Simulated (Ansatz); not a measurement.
Reflectivity of TiAl3 (I4/mmm) at normal incidence (Ansatz, LDA, independent particles, without spin-orbit coupling, line width 0.1 eV (Gaussian), carrier damping 0.03 eV):

```json
{"E (eV)": "1.00", "R (%)": "48.5"}
{"E (eV)": "1.25", "R (%)": "46.8"}
{"E (eV)": "1.50", "R (%)": "46.0"}
{"E (eV)": "1.75", "R (%)": "46.8"}
{"E (eV)": "2.00", "R (%)": "54.5"}
{"E (eV)": "2.25", "R (%)": "58.4"}
{"E (eV)": "2.50", "R (%)": "55.2"}
{"E (eV)": "2.75", "R (%)": "52.4"}
{"E (eV)": "3.00", "R (%)": "55.0"}
{"E (eV)": "3.25", "R (%)": "58.6"}
{"E (eV)": "3.50", "R (%)": "55.1"}
{"E (eV)": "3.75", "R (%)": "55.4"}
{"E (eV)": "4.00", "R (%)": "58.4"}
{"E (eV)": "4.25", "R (%)": "59.1"}
{"E (eV)": "4.50", "R (%)": "67.4"}
{"E (eV)": "4.75", "R (%)": "69.6"}
{"E (eV)": "5.00", "R (%)": "71.0"}
```

Task: What colour would a polished face show in daylight?

Result: Light grey: CIE x = 0.315, y = 0.335, luminous reflectivity 57 % under D65, from the mean over the axes. The cell is a Materials Project entry and need not be the stable phase.

[Logs are printed without paths, hosts, clocks, repeated set-up lines and the standing remarks that a program may print on its own settings, such as how far it seeks lower states.]
